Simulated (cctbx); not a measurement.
**Accept or mend?**

Cell a = 5.4740 Å, b = 5.4740 Å, c = 5.4740 Å, α = 90.00°, β = 90.00°, γ = 90.00°; space group Pm-3m (no. 221). The compound is KZnI3.

The data are simulated with cctbx, not measured: Mo Kα, λ = 0.71073 Å, to d = 0.75 Å, 70 % of the full sphere, strongest reflection 20000 counts, noise from counting, a 4 % proportional error and a noise floor of 4 counts (s.d.); no absorption, and some extinction, which the refinements don't model.

An anisotropic refinement with weights 1/σ² prints:

```text
Rint 0.036, 65 unique reflections to 0.75 A
cycle     R1     wR2    GooF  max shift (A)
   1  0.2060  0.4837  28.518   0.00000
   2  0.2173  0.4117  24.273   0.00000
final R1 0.2166 wR2 0.4117 GooF 24.271  parameters 3  data/parameter 21.7
atom        x        y        z      Ueq    occ   su(xyz)  su(Uiso or U11)
I1     0.50000  0.00000  0.50000   0.0123  1.000  0.00000  0.0032
Zn1    0.50000  0.50000  0.50000   0.0060  1.000  0.00000  0.0036
difference map: max 65.14 min -1.91 rms 3.30
Q1    0.0000  0.0000  0.0000    1   65.14  3.87 A from I1
Q2    0.0000  0.5000  0.5000    3   46.58  0.00 A from I1
Q3    0.5000  0.5000  0.5000    1    9.95  0.00 A from Zn1
Q4    0.1142  0.1142  0.1142    8    1.20  3.05 A from I1
Q5    0.0000  0.0000  0.1987    6    1.10  3.20 A from I1
Q6    0.2366  0.5000  0.5000    6    0.71  1.30 A from I1
```

**Question.** Can this result stand? If not, what is the likely fault?

Mend it. The fault: an atom left out, K at (0, 0, 0). Against the right model at the same level, R1 goes from 0.0080 to 0.2166 and GooF from 1.00 to 24.27, U of Zn1 shrinks from 0.0218 to 0.0060 Å² and the top difference peak, 65.1 e/Å³, lies 3.87 Å from I1. Q1 is the missing atom. With scattering power missing, scale and phases suffer, so peaks may also grow on the heavy atoms.

The compound is KZnI3. The right model at the same level gives:

```text
Rint 0.036, 65 unique reflections to 0.75 A
cycle     R1     wR2    GooF  max shift (A)
   1  0.0081  0.0174   1.033   0.00000
   2  0.0080  0.0169   1.003   0.00000
final R1 0.0080 wR2 0.0169 GooF 1.003  parameters 4  data/parameter 16.2
atom        x        y        z      Ueq    occ   su(xyz)  su(Uiso or U11)
I1     0.50000  0.00000  0.50000   0.0215  1.000  0.00000  0.0001
Zn1    0.50000  0.50000  0.50000   0.0218  1.000  0.00000  0.0002
K1     0.00000  0.00000  0.00000   0.0351  1.000  0.00000  0.0004
difference map: max 0.32 min -0.31 rms 0.08
Q1    0.2498  0.2498  0.2498    8    0.35  2.37 A from K1
Q2    0.2552  0.5000  0.5000    6    0.25  1.34 A from Zn1
Q3    0.1662  0.1662  0.1662    8    0.23  1.58 A from K1
Q4    0.0000  0.0000  0.2420    6    0.13  1.32 A from K1
Q5    0.0887  0.3411  0.3411   24    0.10  1.32 A from I1
Q6    0.0637  0.0637  0.4241   24    0.10  2.37 A from K1
```

Isotropic U is held between 0.0001 and 1 Å² by the program, and listed peak heights are interpolated, so they can pass the grid's maximum.

The model is made up (kin elements in a known structure type, no relaxation), so it says nothing on whether the phase exists.

[Middle refinement cycles are left out of these outputs.]

[Logs are printed without paths, hosts, clocks, repeated set-up lines and the standing remarks that a program may print on its own settings, such as how far it seeks lower states.]
